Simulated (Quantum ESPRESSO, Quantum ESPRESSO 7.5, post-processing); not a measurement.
# arsenene, 3 layers, AB stacking: a series in the field along the normal

Wanted: a table for arsenene, 3 layers, AB stacking against the field along the normal, and what can be fitted to it.

Method: plane-wave DFT, PBE, GBRV ultrasoft pseudopotentials (geometry by pw.x at PBE-D3(BJ), GBRV ultrasoft), in Quantum ESPRESSO 7.5.

This is a report of a sequence of runs, with most program output left out.

## Step 1: Set-up

The cell holds 6 atoms: 6 As. Its edges and angles: a = 3.610 Å, b = 3.610 Å, c = 27.600 Å, α = 90.0°, β = 90.0°, γ = 120.0°. It derives from As. Vacuum lies along c.

Set-up: Cell and atoms are relaxed without a field with a D3(BJ) correction and then held. Sawtooth field with dipole correction, 17 Å of vacuum in the starting cell, Fermi-Dirac smearing of 0.002 Ry; bands along a path at each field.

Members -0.05, 0.1, -0.1, 0.2, -0.2, 0.3 and -0.3 took the same steps and show in the table alone.

This sheet is a model structure: its symmetry is held, and its stability is not tested here.

## Step 2: Relaxing cell and ions of the reference

What the set-up leaves free in this member is relaxed.

Input file ref.relax.in:

```
&control
  prefix = 'ref.relax'
  outdir = './out'
  pseudo_dir = './pseudo'
  nstep = 80
  forc_conv_thr = 0.0004
  calculation = 'vc-relax'
  etot_conv_thr = 1e-06
/
&system
  ibrav = 0
  nat = 6
  ntyp = 1
  ecutwfc = 50
  ecutrho = 250
  vdw_corr = 'grimme-d3'
  dftd3_version = 4
  occupations = 'smearing'
  smearing = 'fd'
  degauss = 0.004
/
&electrons
  conv_thr = 1e-09
  mixing_beta = 0.4
  electron_maxstep = 120
  mixing_mode = 'plain'
/
&ions
/
&cell
  cell_dofree = '2Dxy'
  press_conv_thr = 0.3
/
ATOMIC_SPECIES
  As  74.9216  as_pbe_v1.uspp.F.UPF
CELL_PARAMETERS angstrom
  3.61000000000000 0.00000000000000 0.00000000000000
  -1.80500000000000 3.12635170766182 0.00000000000000
  0.00000000000000 0.00000000000000 27.60000000000000
ATOMIC_POSITIONS crystal
  As  0.666666666700 0.333333333300 0.307971014493
  As  0.333333333300 0.666666666700 0.358695652174
  As  0.000000000000 0.000000000000 0.474637681159
  As  0.666666666700 0.333333333300 0.525362318841
  As  0.666666666700 0.333333333300 0.641304347826
  As  0.333333333300 0.666666666700 0.692028985507
K_POINTS automatic
  12 12 1 0 0 0
```

Started as:

```console
> OMP_NUM_THREADS=1 mpirun -n 4 pw.x -nk 4 -in ref.relax.in > ref.relax.out
```

Run time: 22 min. Hardware: 4 MPI ranks of Arm Neoverse V1, shared host; peak memory 1.1 GiB.

Step by step (22 of 33):

```csv
step,energy less that of the first step (eV),largest force (eV/Å),volume (Å³)
1,0.0000,0.4068,311.50
3,-0.0109,0.2142,310.97
4,-0.0178,0.2864,310.60
6,-0.0394,0.4323,309.40
7,-0.0554,0.4737,308.48
9,-0.0929,0.2921,306.42
10,-0.1010,0.1181,306.54
12,-0.1071,0.1031,308.57
13,-0.1090,0.1334,310.07
15,-0.1116,0.0646,312.33
16,-0.1124,0.0443,312.78
18,-0.1133,0.0540,313.09
19,-0.1136,0.0445,313.30
21,-0.1147,0.0588,314.30
22,-0.1163,0.0938,315.16
24,-0.1259,0.1969,316.44
25,-0.1336,0.2360,316.75
27,-0.1498,0.2250,317.93
28,-0.1526,0.1233,317.88
30,-0.1540,0.0200,317.58
31,-0.1540,0.0007,317.52
33,-0.1544,0.0006,317.51
```

```csv
cell as run,before,after,change
a (Å),3.610,3.645,+1.0 %
b (Å),3.610,3.645,+1.0 %
```

The atoms that moved most (Å, along periodic axes as changes of fractional coordinates times the final cell, across vacuum about the mean position):

```
atom     dx     dy      dz  length
 As1  0.000  0.000   0.557   0.557
 As2  0.000  0.000   0.518   0.518
 As4  0.000  0.000  -0.475   0.475
 As3  0.000  0.000  -0.436   0.436
 As6  0.000  0.000  -0.090   0.090
 As5  0.000  0.000  -0.074   0.074
```

Final coordinates:

```xyz
6
Lattice="3.6447 0.0000 0.0000 -1.8223 3.1564 0.0000 0.0000 0.0000 27.6000" Properties=species:S:1:pos:R:3
As    1.8223    1.0521    9.0571
As    0.0000    2.1043   10.4176
As    0.0000    0.0000   12.6639
As    1.8223    1.0521   14.0250
As    1.8223    1.0521   17.6259
As    0.0000    2.1043   19.0105
```

 The last row is no step: it is a fresh SCF in the final cell with a new plane-wave basis, -0 meV from the row before.

Numbers from this step:

```
free energy             : -3289.1979 eV
energy at zero smearing : -3289.1923 eV
Fermi energy            : 0.7249 eV
```

## Step 3: SCF with pw.x, 0 V/Å

The self-consistent run of this member.

Level of this step: plane-wave DFT, PBE, GBRV ultrasoft pseudopotentials (Quantum ESPRESSO 7.5).

Input file m0.scf.in:

```
&control
  prefix = 'm0.scf'
  outdir = './out'
  pseudo_dir = './pseudo'
  calculation = 'scf'
  tprnfor = .true.
  tefield = .true.
  dipfield = .true.
/
&system
  ibrav = 0
  nat = 6
  ntyp = 1
  ecutwfc = 40
  ecutrho = 200
  occupations = 'smearing'
  smearing = 'fd'
  degauss = 0.002
  edir = 3
  emaxpos = 0.97
  eopreg = 0.04
  eamp = 0.0
  nbnd = 21
/
&electrons
  conv_thr = 1e-09
  mixing_beta = 0.4
  electron_maxstep = 120
  mixing_mode = 'plain'
/
ATOMIC_SPECIES
  As  74.9216  as_pbe_v1.uspp.F.UPF
CELL_PARAMETERS angstrom
  3.64469314300000 0.00000000000000 0.00000000000000
  -1.82234657200000 3.15639685100000 0.00000000000000
  0.00000000000000 0.00000000000000 27.60000000000000
ATOMIC_POSITIONS crystal
  As  0.666666666700 0.333333333300 0.328156870500
  As  0.333333333300 0.666666666700 0.377449046300
  As  0.000000000000 0.000000000000 0.458838469600
  As  0.666666666700 0.333333333300 0.508150705300
  As  0.666666666700 0.333333333300 0.638619098600
  As  0.333333333300 0.666666666700 0.688785809800
K_POINTS automatic
  12 12 1 0 0 0
```

Started as:

```console
> OMP_NUM_THREADS=1 mpirun -n 4 pw.x -nk 4 -in m0.scf.in > m0.scf.out
```

It took 2.2 min on 4 MPI ranks; peak memory 0.68 GiB.

Read from the output:

```
free energy                          : -3287.4007 eV
energy at zero smearing              : -3287.3986 eV
Fermi energy                         : 0.7331 eV
dipole along the normal              : -0.005621 e·Å
valence top, on the run's zero       : 0.7870 eV
conduction bottom, on the run's zero : 0.7235 eV
```

By band count these two levels touch or overlap: there is no gap, and they are no band edges.

## Step 4: Potential by pp.x, 0 V/Å

plot_num = 11 writes the bare and Hartree potential, from which vacuum levels or, in a crystal, the mean potential are read.

Input file m0.pot.in:

```
&inputpp
  prefix = 'm0.scf'
  outdir = './out'
  filplot = 'm0.pot.dat'
  plot_num = 11
/
```

Started as:

```console
> OMP_NUM_THREADS=1 mpirun -n 4 pp.x -in m0.pot.in > m0.pot.out
```

The job ended after 0.93 s (4 MPI ranks; peak memory 0.11 GiB; 3.4 s of CPU time).

This step gave:

| Quantity | Value |
| --- | --- |
| work function of the upper face | 4.188 eV |
| slope of the potential above | 1.40e-4 eV/Å |
| upper vacuum line continued to the top atoms, over the Fermi level | 4.187 eV |
| work function of the lower face | 4.099 eV |
| slope of the potential below | -3.51e-5 eV/Å |
| lower vacuum line continued to the bottom atoms, over the Fermi level | 4.099 eV |

The potential energy, planar mean oscillates, so the rows of the table below give means over windows of 1 Å about each position, cut where the curve ends. Its maxima inside the range that stand out by 2 % of the span (Å: eV): 9.1: 24.1, 10.5: 24.0, 11.5: 0.562, 12.7: 24.2, 14.0: 24.3, 15.9: 3.52, 17.6: 24.3, 19.0: 24.1. Its minima: 8.4: -1.21, 9.8: -5.86, 11.2: -1.53, 12.0: -1.69, 13.3: -6.17, 14.7: -1.30, 16.9: -1.13, 18.3: -5.91, 19.7: -1.10.

Electrostatic potential energy of an electron, with the sawtooth; zero at the Fermi level. The potential energy, planar mean by z; means over each step:

z (Å), potential energy, planar mean (eV) and a bar:
```
        0        4.1 ######
        1        4.1 ######
        2        4.1 ######
        3        4.1 ######
        4        4.1 ######
        5        4.1 ######
        6        4.1 ######
        7        3.9 #####
        8        1.6 
        9       15.2 ##############################
       10        8.0 ##############
       11        5.8 ##########
       12        4.1 ######
       13        9.7 ##################
       14       15.0 ##############################
       15        1.4 
       16        3.2 ####
       17        5.4 #########
       18        8.9 ################
       19       15.2 ##############################
       20        1.6 
       21        3.9 ######
       22        4.2 ######
       23        4.2 ######
       24        4.2 ######
       25        4.2 ######
       26        4.2 ######
       27        4.2 ######
```

## Step 5: Bands along a path, 0 V/Å

Bands along a path place the edges.

m0.bands.in, as its differences from the input of step 3:

```diff
@@ -1,7 +1,6 @@
 &control
-  prefix = 'm0.scf'
+  prefix = 'm0.bands'
   outdir = './out'
   pseudo_dir = './pseudo'
-  calculation = 'scf'
-  tprnfor = .true.
+  calculation = 'bands'
   tefield = .true.
@@ -25,6 +24,6 @@
 &electrons
-  conv_thr = 1e-09
+  conv_thr = 1e-07
   mixing_beta = 0.4
   electron_maxstep = 120
-  mixing_mode = 'plain'
+  mixing_mode = 'local-TF'
 /
@@ -43,3 +42,7 @@
   As  0.333333333300 0.666666666700 0.688785809800
-K_POINTS automatic
-  12 12 1 0 0 0
+K_POINTS crystal_b
+4
+  0.0000000000 0.0000000000 0.0000000000 10
+  0.5000000000 0.0000000000 0.0000000000 10
+  0.3333333333 0.3333333333 0.0000000000 10
+  0.0000000000 0.0000000000 0.0000000000 1
```

Started as:

```console
> cp -r out/m0.scf.save out/m0.bands.save
> cp out/m0.scf.xml out/m0.bands.xml
> OMP_NUM_THREADS=1 mpirun -n 4 pw.x -nk 4 -in m0.bands.in > m0.bands.out
```

It took 40 s on 4 MPI ranks; peak memory 0.41 GiB.

This step gave:

- valence top, on the run's zero: 0.7690 eV
- conduction bottom, on the run's zero: 0.6929 eV

Band numbers count within the set of bands kept for display. Electronic bands along the path, in eV, zero at the Fermi level; # counts the bands kept:

```
  point     #7     #8     #9    #10   #11   #12   #13   #14
      Γ  -1.45  -1.30  -1.30  -0.27  0.27  0.82  1.49  1.49
halfway  -2.38  -2.34  -1.68  -1.10  0.37  0.64  1.83  2.24
      M  -3.12  -3.01  -2.69  -1.94  0.22  0.60  1.11  1.68
halfway  -3.66  -3.01  -2.57  -2.04  0.61  1.41  1.70  1.97
      K  -3.43  -3.29  -3.14  -2.52  0.74  1.06  1.21  2.11
halfway  -3.46  -2.23  -1.44  -0.96  0.82  1.63  1.93  2.19
      Γ  -1.45  -1.30  -1.30  -0.27  0.27  0.82  1.49  1.49
```

By band count these two levels touch or overlap: there is no gap, and they are no band edges.

## Step 6: Self-consistent run, 0.05 V/Å

m1.scf.in, as its differences from the input of step 3:

```diff
@@ -1,3 +1,3 @@
 &control
-  prefix = 'm0.scf'
+  prefix = 'm1.scf'
   outdir = './out'
@@ -21,3 +21,3 @@
   eopreg = 0.04
-  eamp = 0.0
+  eamp = 0.00097235
   nbnd = 21
@@ -29,2 +29,3 @@
   mixing_mode = 'plain'
+  startingpot = 'file'
 /
```

Started as:

```console
> cp -r out/m0.scf.save out/m1.scf.save
> OMP_NUM_THREADS=1 mpirun -n 4 pw.x -nk 4 -in m1.scf.in > m1.scf.out
```

Run time: 2.5 min. Hardware: 4 MPI ranks; peak memory 0.73 GiB; 9.9 min of CPU time.

Numbers from this step:

```
free energy                          : -3287.4014 eV
energy at zero smearing              : -3287.3993 eV
Fermi energy                         : 0.7396 eV
dipole along the normal              : 0.03264 e·Å
valence top, on the run's zero       : 0.7923 eV
conduction bottom, on the run's zero : 0.7310 eV
```

By band count these two levels touch or overlap: there is no gap, and they are no band edges.

## Step 7: SCF with pw.x, 0.4 V/Å

m9.scf.in, as its differences from the input of step 6:

```diff
@@ -1,3 +1,3 @@
 &control
-  prefix = 'm1.scf'
+  prefix = 'm9.scf'
   outdir = './out'
@@ -21,3 +21,3 @@
   eopreg = 0.04
-  eamp = 0.00097235
+  eamp = 0.00777876
   nbnd = 21
```

Started as:

```console
> cp -r out/m0.scf.save out/m9.scf.save
> OMP_NUM_THREADS=1 mpirun -n 4 pw.x -nk 4 -in m9.scf.in > m9.scf.out
```

Wall time 3.7 min (4 MPI ranks); peak memory 0.72 GiB; 15 min of CPU time.

Numbers from this step:

- free energy: -3287.4596 eV
- energy at zero smearing: -3287.4575 eV
- Fermi energy: 0.7654 eV
- dipole along the normal: 0.3000 e·Å
- valence top, on the run's zero: 0.8149 eV
- conduction bottom, on the run's zero: 0.7612 eV

By band count these two levels touch or overlap: there is no gap, and they are no band edges.

## Step 8: Self-consistent run, -0.4 V/Å

m10.scf.in, as its differences from the input of step 7:

```diff
@@ -1,3 +1,3 @@
 &control
-  prefix = 'm9.scf'
+  prefix = 'm10.scf'
   outdir = './out'
@@ -21,3 +21,3 @@
   eopreg = 0.04
-  eamp = 0.00777876
+  eamp = -0.00777876
   nbnd = 21
```

Started as:

```console
> cp -r out/m0.scf.save out/m10.scf.save
> OMP_NUM_THREADS=1 mpirun -n 4 pw.x -nk 4 -in m10.scf.in > m10.scf.out
```

Elapsed: 4.2 min, on 4 MPI ranks; peak memory 0.89 GiB.

Read from the output:

| Property | Result |
| --- | --- |
| free energy | -3287.4646 eV |
| energy at zero smearing | -3287.4627 eV |
| Fermi energy | 0.6529 eV |
| dipole along the normal | -0.3148 e·Å |
| valence top, on the run's zero | 0.7224 eV |
| conduction bottom, on the run's zero | 0.6305 eV |

By band count these two levels touch or overlap: there is no gap, and they are no band edges.

## Step 9: The series side by side

The series in one table, energies over the lowest:

```csv
the field along the normal,dipole (e Å),gap along the path (eV),"upper vacuum line at the top atoms, over the zero (eV)","lower vacuum line at the bottom atoms, over the zero (eV)",energy (eV)
-0.4 V/Å,-0.3148,-0.1017,4.595,3.626,0.0000
-0.3 V/Å,-0.2371,-0.09396,4.483,3.741,0.0276
-0.2 V/Å,-0.1595,-0.08719,4.377,3.859,0.0474
-0.1 V/Å,-0.08242,-0.08118,4.278,3.978,0.0595
-0.05 V/Å,-0.04399,-0.07855,4.232,4.038,0.0627
0 V/Å,-0.005621,-0.07618,4.187,4.099,0.0639
0.05 V/Å,0.03264,-0.07411,4.144,4.16,0.0632
0.1 V/Å,0.07097,-0.07242,4.101,4.223,0.0606
0.2 V/Å,0.1474,-0.06992,4.021,4.35,0.0497
0.3 V/Å,0.2237,-0.06856,3.947,4.479,0.0312
0.4 V/Å,0.3,-0.0685,3.876,4.612,0.0050
```

## Step 10: A check by hand

4πα/A = 180.95 × 0.7669 e Å²/V / 11.504 Å² = 12.06 Å.

In linear response the energy changes by −(p₀ + p)E/2: at 0.2 V/Å, −(-0.0056 + 0.1474) × 0.2/2 = -0.0142 eV; the runs give -0.0142 eV.

## Step 11: Outcome

| Item | Value |
| --- | --- |
| 4πα/A from the weak fields | 12.06 Å |
| gap along the path, at -0.4 V/Å and at 0.4 V/Å | -0.10, -0.07 eV |
| upper vacuum line at the top atoms, over the zero, at -0.4 V/Å and at 0.4 V/Å | 4.59, 3.88 eV |
| lower vacuum line at the bottom atoms, over the zero, at -0.4 V/Å and at 0.4 V/Å | 3.63, 4.61 eV |

What this shows: The series holds 11 members; 4πα/A from the weak fields: 12.06 Å (PBE, GBRV ultrasoft). The strongest fields leave the weak-field line by 0.8 % of the induced dipole. From -0.4 V/Å to 0.4 V/Å the gap along the path rises from -0.10 to -0.07 eV. From -0.4 V/Å to 0.4 V/Å the upper vacuum line at the top atoms, over the zero falls from 4.59 to 3.88 eV. From -0.4 V/Å to 0.4 V/Å the lower vacuum line at the bottom atoms, over the zero rises from 3.63 to 4.61 eV. At every member the bands touch or overlap (a gap of zero or below by band count): the sheet is a semimetal or metal there, levels over a valence top are left blank, and fits across such a change are rough. Ions are held; semilocal gaps are too small; in strong fields empty levels can belong to the vacuum; one stacking.

[Logs are printed without paths, hosts, clocks, repeated set-up lines and the standing remarks that a program may print on its own settings, such as how far it seeks lower states.]

[Hosts, paths, dates, database ids (printed as entryN), source tags and the programs' standing remarks are cut or masked in the printed files.]

[Maps of the electrostatic potential energy from Ansatz leave out the sawtooth potential of an applied field or a dipole correction, so their vacuum need not be flat; planar profiles and work functions include it.]
